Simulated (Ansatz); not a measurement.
# Phonons of CoSi2 (Fm-3m) against volume

Wanted: mode Grüneisen parameters of CoSi2 (Fm-3m).

Main program and level: Ansatz 0.2.0; DFT PBEsol, scalar-relativistic, plane waves, PAW; PAW set soft_1.

This is a report of a sequence of runs, with most program output left out.

The database entry behind the starting cell differs from later determinations by our own check (0.1 to 0.3 % short, probably kX units), so it need not match the best structure at ambient conditions.

**1. Set-up**

It takes space group Fm-3m (No. 225, cubic). The conventional cell has a = 5.313 Å, b = 5.313 Å, c = 5.313 Å, α = 90.00°, β = 90.00°, γ = 90.00°. Nearest to Co lie 8 Si at 2.30 Å. Si has 4 Co at 2.30 Å nearest. Farther neighbours are not listed.

**2. The dispersion**

The cell comes from relaxations at this level that are not shown. Stability and thermal properties need the whole zone. Linear response on a 4×4×4 q mesh gives force constants as far as a supercell of that size would.

Input file input.yaml:

```yaml
crystal:
  lattice:
    - [0.0, 2.6562750233, 2.6562750233]
    - [2.6562750233, 0.0, 2.6562750233]
    - [2.6562750233, 2.6562750233, 0.0]
  atoms:
    - { symbol: Co, position: [0.0, 0.0, 0.0] }
    - { symbol: Si, position: [0.25, 0.25, 0.25] }
    - { symbol: Si, position: [0.75, 0.75, 0.75] }
kpoints:
  mp_grid: { grid: [16, 16, 16] }
hamiltonian:
  xc: pbesol
  pseudopotentials: { kind: paw, azcp: { folder: soft_1 }, xc_functional: pbe }
scf:
  occupations: { method: methfessel_paxton, width: 0.2 }
output:
  eigenvalues: true
phonons:
  method: dfpt
  qmesh: [4, 4, 4]
  temperatures: { t_max: 1000, t_step: 50 }
  qpath:
    path:
      - [[0.0, 0.0, 0.0], [0.5, 0.0, 0.5], [0.625, 0.25, 0.625]]
      - [[0.375, 0.375, 0.75], [0.0, 0.0, 0.0], [0.5, 0.5, 0.5], [0.5, 0.25, 0.75], [0.5, 0.0, 0.5]]
    npoints: 10
```

On the command line:

```console
ansatz run input.yaml --threads 4 --pin off --max-ram 10240MiB --backend cpu --events-out ev --progress --plain --runs-dir out
```

It took 9.7 min on 4 threads of Arm Neoverse V1, shared host; peak memory 5.5 GiB.

This run has no spin polarisation, although Co can carry a moment.

This step gave:

```yaml
volume_per_atom: 12.49 Å³
gap_on_the_k_mesh: 0 eV
sum_rule_residual_before_enforcement: 2.91e-5 eV/Å²
lowest_frequency_on_the_path: 0 cm⁻¹
point_group: m-3m
highest_frequency_on_the_path_or_at_a_solved_wavevector: 397.8 cm⁻¹
mean_frequency: 289.1 cm⁻¹
debye_temperature_second_moment: 562 K
logarithmic_mean_frequency: 270.6 cm⁻¹
highest_optical_mode_at_the_zone_centre_no_lo_to_term: 343.2 cm⁻¹
lowest_optical_zone_centre_mode: 342.1 cm⁻¹
lowest_mode_on_the_q_mesh_acoustic_modes_at_gamma_apart: 86.67 cm⁻¹
zero_point_energy_per_atom: 53.76 meV
heat_capacity_at_300_k: 21.09 J/(mol atoms K)
vibrational_entropy_at_300_k: 20.49 J/(mol atoms K)
```

Frequencies (cm⁻¹) solved at each irreducible wavevector; negative means imaginary. Frequencies by wavevector, by row:

| q in reciprocal lattice units | star | mode 1 | mode 2 | mode 3 | mode 4 | mode 5 | mode 6 | mode 7 | mode 8 | mode 9 |
| --- | --- | --- | --- | --- | --- | --- | --- | --- | --- | --- |
| 0 0 0 | 1 | 0 | 0 | 0 | 342.1 | 342.1 | 342.1 | 343.2 | 343.2 | 343.2 |
| 0 0 0.25 | 8 | 86.7 | 86.7 | 196.8 | 315.6 | 323.1 | 323.1 | 361 | 361 | 377.7 |
| 0 0 -0.5 | 4 | 120 | 120 | 308.2 | 322.3 | 322.3 | 349.8 | 360.2 | 366.8 | 366.8 |
| 0 0.25 0.25 | 6 | 124.1 | 124.1 | 202.8 | 301.3 | 301.3 | 314.2 | 376.3 | 376.3 | 376.9 |
| 0 0.25 -0.5 | 24 | 155.3 | 185.3 | 273.8 | 283 | 294 | 321 | 381.3 | 382.5 | 389.3 |
| 0 0.25 -0.25 | 12 | 124.2 | 168 | 249 | 276.9 | 318.2 | 351.6 | 356.4 | 368.3 | 393.8 |
| 0 -0.5 -0.5 | 3 | 191.6 | 191.6 | 264.5 | 276.6 | 276.6 | 294.1 | 388.9 | 390 | 390 |
| 0.25 -0.5 -0.25 | 6 | 184.8 | 236.5 | 236.5 | 263.4 | 277.2 | 350.8 | 350.8 | 384.4 | 397.8 |

Symmetry leaves 8 wavevectors to solve. The lowest mode among them, the acoustic zeros apart, lies at q = (0, 0, 0.25) and is real, 86.7 cm⁻¹.

**3. Relaxing at another volume, volume ratio 0.97**

The volume is scaled by 0.97 and held; symmetry leaves nothing to relax, so this is a single point. The modes can then be followed against volume.

input.yaml, the sections that differ from step 2:

```yaml
crystal:
  lattice:
    - [0.0, 2.6294421279, 2.6294421279]
    - [2.6294421279, 0.0, 2.6294421279]
    - [2.6294421279, 2.6294421279, 0.0]
  atoms:
    - { symbol: Co, position: [0.0, 0.0, 0.0] }
    - { symbol: Si, position: [0.25, 0.25, 0.25] }
    - { symbol: Si, position: [0.75, 0.75, 0.75] }
output:
  forces: true
  stress: true
  eigenvalues: true
# kpoints, hamiltonian, scf: as in step 2
# phonons: removed
```

Wall time 1.6 s (4 threads); peak memory 0.32 GiB.

Numbers from this step:

```
pressure        : 6.346 GPa
volume per atom : 12.12 Å³
```

The run ends at a pressure of 6.35 GPa.

**4. Phonons at the other volume, volume ratio 0.97**

The phonons are repeated at this volume on the same k and q meshes.

input.yaml: that of step 3 with these lines changed.

```diff
@@ -17,4 +17,11 @@
 output:
-  forces: true
-  stress: true
   eigenvalues: true
+phonons:
+  method: dfpt
+  qmesh: [4, 4, 4]
+  temperatures: { t_max: 1000, t_step: 50 }
+  qpath:
+    path:
+      - [[0.0, 0.0, 0.0], [0.5, 0.0, 0.5], [0.625, 0.25, 0.625]]
+      - [[0.375, 0.375, 0.75], [0.0, 0.0, 0.0], [0.5, 0.5, 0.5], [0.5, 0.25, 0.75], [0.5, 0.0, 0.5]]
+    npoints: 10
```

It took 9.5 min on 4 threads; peak memory 5.4 GiB.

This step gave:

```yaml
sum_rule_residual_before_enforcement: 3.83e-5 eV/Å²
highest_frequency_on_the_path_or_at_a_solved_wavevector: 423.9 cm⁻¹
mean_frequency: 304.8 cm⁻¹
debye_temperature_second_moment: 593 K
logarithmic_mean_frequency: 284.6 cm⁻¹
highest_optical_mode_at_the_zone_centre_no_lo_to_term: 363.9 cm⁻¹
lowest_optical_zone_centre_mode: 363.1 cm⁻¹
lowest_mode_on_the_q_mesh_acoustic_modes_at_gamma_apart: 89.72 cm⁻¹
zero_point_energy_per_atom: 56.69 meV
heat_capacity_at_300_k: 20.70 J/(mol atoms K)
vibrational_entropy_at_300_k: 19.45 J/(mol atoms K)
```

Frequencies (cm⁻¹) solved at each irreducible wavevector; negative means imaginary. Frequencies by wavevector, by row:

| q in reciprocal lattice units | star | mode 1 | mode 2 | mode 3 | mode 4 | mode 5 | mode 6 | mode 7 | mode 8 | mode 9 |
| --- | --- | --- | --- | --- | --- | --- | --- | --- | --- | --- |
| 0 0 0 | 1 | 0 | 0 | 0 | 363.1 | 363.1 | 363.1 | 363.9 | 363.9 | 363.9 |
| 0 0 0.25 | 8 | 89.7 | 89.7 | 206.1 | 332.6 | 342.3 | 342.3 | 383 | 383 | 400.1 |
| 0 0 -0.5 | 4 | 125 | 125 | 320.3 | 340.2 | 340.2 | 371 | 377.6 | 389.4 | 389.4 |
| 0 0.25 0.25 | 6 | 127.9 | 127.9 | 214.3 | 318.5 | 318.5 | 330.9 | 398.2 | 400.4 | 400.4 |
| 0 0.25 -0.5 | 24 | 161.7 | 192 | 285.1 | 297.8 | 309.7 | 339.1 | 404.2 | 406.9 | 412.4 |
| 0 0.25 -0.25 | 12 | 129.6 | 173.4 | 260.9 | 292.2 | 335.3 | 370.4 | 378.2 | 391.3 | 417.4 |
| 0 -0.5 -0.5 | 3 | 199.6 | 199.6 | 277.6 | 290 | 290 | 309.4 | 412.3 | 415.6 | 415.6 |
| 0.25 -0.5 -0.25 | 6 | 192.8 | 245.6 | 245.6 | 276.9 | 290.4 | 372.4 | 372.4 | 407 | 423.9 |

The highest optical mode at the zone centre (no LO-TO term) is 363.9 cm⁻¹, +20.7 cm⁻¹ against the base run.

**5. Relaxing at another volume, volume ratio 1.03**

The volume is scaled by 1.03 and held; symmetry leaves nothing to relax, so this is a single point. The modes can then be followed against volume.

input.yaml, the sections that differ from step 4:

```yaml
crystal:
  lattice:
    - [0.0, 2.6825764865, 2.6825764865]
    - [2.6825764865, 0.0, 2.6825764865]
    - [2.6825764865, 2.6825764865, 0.0]
  atoms:
    - { symbol: Co, position: [0.0, 0.0, 0.0] }
    - { symbol: Si, position: [0.25, 0.25, 0.25] }
    - { symbol: Si, position: [0.75, 0.75, 0.75] }
output:
  forces: true
  stress: true
  eigenvalues: true
# kpoints, hamiltonian, scf: as in step 4
# phonons: removed
```

The job ended after 1.7 s (4 threads; peak memory 0.34 GiB).

Numbers from this step:

| Item | Value |
| --- | --- |
| pressure | -5.383 GPa |
| volume per atom | 12.87 Å³ |

The run ends at a pressure of -5.38 GPa.

**6. Phonons at the other volume, volume ratio 1.03**

input.yaml: that of step 5 with these lines changed.

```diff
@@ -17,4 +17,11 @@
 output:
-  forces: true
-  stress: true
   eigenvalues: true
+phonons:
+  method: dfpt
+  qmesh: [4, 4, 4]
+  temperatures: { t_max: 1000, t_step: 50 }
+  qpath:
+    path:
+      - [[0.0, 0.0, 0.0], [0.5, 0.0, 0.5], [0.625, 0.25, 0.625]]
+      - [[0.375, 0.375, 0.75], [0.0, 0.0, 0.0], [0.5, 0.5, 0.5], [0.5, 0.25, 0.75], [0.5, 0.0, 0.5]]
+    npoints: 10
```

It took 9.9 min on 4 threads; peak memory 5.7 GiB.

This step gave:

| Item | Value |
| --- | --- |
| sum-rule residual before enforcement | 2.29e-5 eV/Å² |
| highest frequency on the path or at a solved wavevector | 372.6 cm⁻¹ |
| mean frequency | 273.9 cm⁻¹ |
| Debye temperature (second moment) | 531 K |
| logarithmic mean frequency | 257 cm⁻¹ |
| highest optical mode at the zone centre (no LO-TO term) | 323.3 cm⁻¹ |
| lowest optical zone-centre mode | 322.1 cm⁻¹ |
| lowest mode on the q mesh (acoustic modes at Γ apart) | 83.68 cm⁻¹ |
| zero-point energy per atom | 50.93 meV |
| heat capacity at 300 K | 21.45 J/(mol atoms K) |
| vibrational entropy at 300 K | 21.57 J/(mol atoms K) |

Frequencies (cm⁻¹) solved at each irreducible wavevector; negative means imaginary. Frequencies by wavevector, by row:

| q in reciprocal lattice units | star | mode 1 | mode 2 | mode 3 | mode 4 | mode 5 | mode 6 | mode 7 | mode 8 | mode 9 |
| --- | --- | --- | --- | --- | --- | --- | --- | --- | --- | --- |
| 0 0 0 | 1 | 0 | 0 | 0 | 322.1 | 322.1 | 322.1 | 323.3 | 323.3 | 323.3 |
| 0 0 0.25 | 8 | 83.7 | 83.7 | 187.6 | 299.2 | 304.7 | 304.7 | 339.9 | 339.9 | 356.2 |
| 0 0 -0.5 | 4 | 114.9 | 114.9 | 295.7 | 305.1 | 305.1 | 330 | 343.6 | 345.1 | 345.1 |
| 0 0.25 0.25 | 6 | 120.2 | 120.2 | 191.8 | 284.8 | 284.8 | 298.2 | 353.1 | 353.1 | 356.4 |
| 0 0.25 -0.5 | 24 | 148.9 | 178.6 | 262.5 | 268.8 | 279 | 303.6 | 359.1 | 359.2 | 367.7 |
| 0 0.25 -0.25 | 12 | 119.1 | 162.5 | 237.1 | 262.2 | 301.9 | 333.3 | 335.5 | 346.3 | 371.4 |
| 0 -0.5 -0.5 | 3 | 183.6 | 183.6 | 251.8 | 263.7 | 263.7 | 279.4 | 365.5 | 365.5 | 366.6 |
| 0.25 -0.5 -0.25 | 6 | 176.9 | 227.4 | 227.4 | 250.4 | 264.3 | 330.1 | 330.1 | 362.9 | 372.6 |

The highest optical mode at the zone centre (no LO-TO term) is 323.3 cm⁻¹, -19.9 cm⁻¹ against the base run.

**7. Grüneisen parameters**

The Grüneisen parameter of a mode is minus the logarithmic change of its frequency with volume, −d ln ω / d ln V; weighted by heat capacity it gives the expansion.

This step gave:

* bulk modulus: 195.4 GPa

The phonon branches at the labelled points (cm⁻¹):

| point | branch 1 | branch 2 | branch 3 | branch 4 | branch 5 | branch 6 | branch 7 | branch 8 | branch 9 |
| --- | --- | --- | --- | --- | --- | --- | --- | --- | --- |
| Γ | 0 | 0 | 0 | 342 | 342 | 342 | 343 | 343 | 343 |
| halfway | 124 | 124 | 203 | 301 | 301 | 314 | 376 | 376 | 377 |
| X | 192 | 192 | 264 | 277 | 277 | 294 | 389 | 390 | 390 |
| halfway | 184 | 205 | 265 | 271 | 279 | 302 | 385 | 388 | 392 |
| U | 167 | 234 | 248 | 268 | 288 | 321 | 380 | 384 | 392 |
| jump to K | 167 | 234 | 248 | 268 | 288 | 321 | 380 | 384 | 392 |
| halfway | 98 | 128 | 216 | 288 | 330 | 332 | 358 | 364 | 387 |
| Γ | 0 | 0 | 0 | 342 | 342 | 342 | 343 | 343 | 343 |
| halfway | 87 | 87 | 197 | 316 | 323 | 323 | 361 | 361 | 378 |
| L | 120 | 120 | 308 | 322 | 322 | 350 | 360 | 367 | 367 |
| halfway | 147 | 178 | 283 | 284 | 300 | 351 | 356 | 385 | 387 |
| W | 185 | 236 | 236 | 263 | 277 | 351 | 351 | 384 | 398 |
| halfway | 190 | 205 | 264 | 268 | 277 | 311 | 381 | 385 | 395 |
| X | 192 | 192 | 264 | 277 | 277 | 294 | 389 | 390 | 390 |

The same for volume x 0.97:

| point | branch 1 | branch 2 | branch 3 | branch 4 | branch 5 | branch 6 | branch 7 | branch 8 | branch 9 |
| --- | --- | --- | --- | --- | --- | --- | --- | --- | --- |
| Γ | 0 | 0 | 0 | 363 | 363 | 363 | 364 | 364 | 364 |
| X | 200 | 200 | 278 | 290 | 290 | 309 | 412 | 416 | 416 |
| U | 174 | 243 | 258 | 281 | 303 | 340 | 402 | 409 | 417 |
| K | 174 | 243 | 258 | 281 | 303 | 340 | 402 | 409 | 417 |
| Γ | 0 | 0 | 0 | 363 | 363 | 363 | 364 | 364 | 364 |
| L | 125 | 125 | 320 | 340 | 340 | 371 | 378 | 389 | 389 |
| W | 193 | 246 | 246 | 277 | 290 | 372 | 372 | 407 | 424 |
| X | 200 | 200 | 278 | 290 | 290 | 309 | 412 | 416 | 416 |

The same for volume x 1.03:

| point | branch 1 | branch 2 | branch 3 | branch 4 | branch 5 | branch 6 | branch 7 | branch 8 | branch 9 |
| --- | --- | --- | --- | --- | --- | --- | --- | --- | --- |
| Γ | 0 | 0 | 0 | 322 | 322 | 322 | 323 | 323 | 323 |
| X | 184 | 184 | 252 | 264 | 264 | 279 | 366 | 366 | 367 |
| U | 160 | 225 | 239 | 255 | 274 | 303 | 359 | 360 | 369 |
| K | 160 | 225 | 239 | 255 | 274 | 303 | 359 | 360 | 369 |
| Γ | 0 | 0 | 0 | 322 | 322 | 322 | 323 | 323 | 323 |
| L | 115 | 115 | 296 | 305 | 305 | 330 | 344 | 345 | 345 |
| W | 177 | 228 | 228 | 250 | 264 | 330 | 330 | 363 | 373 |
| X | 184 | 184 | 252 | 264 | 264 | 279 | 366 | 366 | 367 |

Mode Grueneisen parameter -dln(w)/dln(V), modes matched by rank; at Γ the acoustic branches take the value of a neighbouring point of the path. The mode Grüneisen parameters at the labelled points ():

| point | branch 1 | branch 2 | branch 3 | branch 4 | branch 5 | branch 6 | branch 7 | branch 8 | branch 9 |
| --- | --- | --- | --- | --- | --- | --- | --- | --- | --- |
| Γ | 0.73 | 0.73 | 1.95 | 1.99 | 1.99 | 1.99 | 1.97 | 1.97 | 1.97 |
| halfway | 1.03 | 1.03 | 1.85 | 1.86 | 1.86 | 1.73 | 2.00 | 2.09 | 1.94 |
| X | 1.39 | 1.39 | 1.63 | 1.58 | 1.58 | 1.70 | 2.01 | 2.14 | 2.09 |
| halfway | 1.41 | 1.32 | 1.63 | 1.37 | 1.60 | 1.87 | 1.98 | 2.13 | 2.07 |
| U | 1.47 | 1.29 | 1.21 | 1.64 | 1.66 | 1.96 | 1.89 | 2.11 | 2.06 |
| jump to K | 1.47 | 1.29 | 1.21 | 1.64 | 1.66 | 1.96 | 1.89 | 2.11 | 2.06 |
| halfway | 1.29 | 0.99 | 1.70 | 1.89 | 1.82 | 1.78 | 2.02 | 2.00 | 1.96 |
| Γ | 1.11 | 0.75 | 1.70 | 1.99 | 1.99 | 1.99 | 1.97 | 1.97 | 1.97 |
| halfway | 1.15 | 1.15 | 1.57 | 1.76 | 1.94 | 1.94 | 1.99 | 1.99 | 1.93 |
| L | 1.40 | 1.40 | 1.33 | 1.81 | 1.81 | 1.95 | 1.57 | 2.01 | 2.01 |
| halfway | 1.40 | 1.27 | 1.55 | 1.50 | 1.72 | 1.87 | 1.98 | 1.89 | 2.03 |
| W | 1.43 | 1.28 | 1.28 | 1.68 | 1.57 | 2.01 | 2.01 | 1.91 | 2.15 |
| halfway | 1.39 | 1.32 | 1.64 | 1.33 | 1.58 | 1.94 | 2.09 | 1.95 | 2.13 |
| X | 1.39 | 1.39 | 1.63 | 1.58 | 1.58 | 1.70 | 2.01 | 2.14 | 2.09 |

(dS/dlnV)/C_V. Thermodynamic Grueneisen parameter against temperature:

| temperature (K) | thermodynamic Grueneisen parameter |
| --- | --- |
| 50 | 1.29 |
| 100 | 1.52 |
| 150 | 1.61 |
| 200 | 1.65 |
| 250 | 1.67 |
| 300 | 1.68 |
| 350 | 1.68 |
| 400 | 1.69 |
| 450 | 1.69 |
| 500 | 1.69 |
| 550 | 1.69 |
| 600 | 1.69 |
| 650 | 1.70 |
| 700 | 1.70 |
| 750 | 1.70 |
| 800 | 1.70 |
| 850 | 1.70 |
| 900 | 1.70 |
| 950 | 1.70 |
| 1000 | 1.70 |

Gamma C_V/(B V) at the static volume. The volume expansion by temperature:

| temperature (K) | volume expansion (1e-6/K) |
| --- | --- |
| 50 | 1.65 |
| 100 | 8.24 |
| 150 | 15.0 |
| 200 | 19.5 |
| 250 | 22.3 |
| 300 | 24.0 |
| 350 | 25.2 |
| 400 | 26.0 |
| 450 | 26.6 |
| 500 | 27.0 |
| 550 | 27.3 |
| 600 | 27.5 |
| 650 | 27.7 |
| 700 | 27.9 |
| 750 | 28.0 |
| 800 | 28.1 |
| 850 | 28.2 |
| 900 | 28.2 |
| 950 | 28.3 |
| 1000 | 28.4 |

**8. Results**

```json
{
  "bulk modulus": "195 GPa",
  "thermodynamic Grüneisen parameter at 300 K": "1.676",
  "volume expansion at 300 K, estimated": "24.04 × 10⁻⁶ K⁻¹"
}
```

In words: By this estimate the volume grows by 24.0 × 10⁻⁶ per kelvin at 300 K. The highest optical mode at Γ goes from 364 to 323 cm⁻¹ as the cell grows, a Grüneisen parameter of 1.97. Mode parameters on the path run from 0.73 to 2.1, with a median of 1.8. Branches are matched by rank, so values near crossings are rough. The expansion is the Grüneisen estimate at the static volume, with the static bulk modulus. With no gap, or one that is small against the smearing, the frequencies hang on the k mesh and the smearing, most of all near Kohn anomalies. The phonon runs are without spin polarisation, although the cell has an odd electron count. The PAW files were made for PBE and serve the other functionals too.

[Logs are printed without paths, hosts, clocks, repeated set-up lines and the standing remarks that a program may print on its own settings, such as how far it seeks lower states.]

[Hosts, paths, dates, database ids (printed as entryN), source tags and the programs' standing remarks are cut or masked in the printed files.]
